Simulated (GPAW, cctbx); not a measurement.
# By hand: from a DFT structure factor to an extinction distance in Rb2TlIrI6

Rb2TlIrI6, Fm-3m (no. 225), a = 12.0740 Å, b = 12.0740 Å, c = 12.0740 Å, α = 90.00°, β = 90.00°, γ = 90.00°.

| atom | mult. | x | y | z |
| --- | --- | --- | --- | --- |
| Tl1 | 4 | 1/2 | 0 | 0 |
| Ir1 | 4 | 0 | 0 | 0 |
| I1 | 24 | 0 | 0 | 0.7757 |
| Rb1 | 8 | 1/4 | 3/4 | 3/4 |

The cell comes from substitution in a known structure type and wasn't matched to any measured phase.

A DFT run (GPAW, PBE, 450 eV, 3×3×3 k-points, Fermi–Dirac width 0.05 eV) gives the static X-ray structure factor of 111 as 181.451 e for the conventional cell; superposed free atoms give 180.448 e. **Problem.** Find the Fourier component V of the crystal potential and the two-beam extinction distance at 120 kV in both cases.

## 1. Geometry

The cell volume is Ω = 1760.16 Å³ and d(111) = 6.9709 Å, so g = 1/d = 0.1435 Å⁻¹.

## 2. The nuclei

Electrons feel nuclei as well as electrons, so the nuclear charges are summed with the same phases.

Phase sums Σ exp(2πi h·x), turned so that the total is real and positive: Tl -4.000, Ir +4.000, I +3.853, Rb 0.000. Then F_Z = 81 × (-4.000) + 77 × (+4.000) + 53 × (+3.853) + 37 × (0.000) = 188.19 e. The electron term has the same sign for this reflection.

## 3. Mott–Bethe

Poisson's equation, term by term, gives V = (e/4πε₀)(F_Z − F)/(πΩg²), with e/4πε₀ = 14.3996 V Å.

The prefactor is 14.3996 × 6.9709²/(π × 1760.16) = 0.12654 V per electron. Free atoms: (188.19 − 180.448) × 0.12654 = 0.980 V. Crystal: (188.19 − 181.451) × 0.12654 = 0.853 V. F changes by +0.56 % and V by -13.0 %: the same 1.00 e is measured against F_Z − F = 7.7 e in place of F = 180.4 e.

## 4. Extinction distance

In the two-beam case ξ = 1/(λU) with U = 2γm₀eV/h², that is ξ = 150.41 V Å²/(γλV).

At 120 kV, λ = 0.03349 Å and γ = 1.2348. Free atoms: ξ = 3711 Å. Crystal: ξ = 4263 Å. The thickness fringes go as sin²(πt/ξ), so the two patterns slip by a quarter of a period when t|1/ξ₁ − 1/ξ₀| = 1/4, at t ≈ 716 nm. Thermal motion, absorption and many-beam coupling, left out here, change a real pattern.

## 5. Answer

V(111) is 0.85 V against 0.98 V, and ξ is 4263 against 3711 Å. Limits: static atoms, two beams.
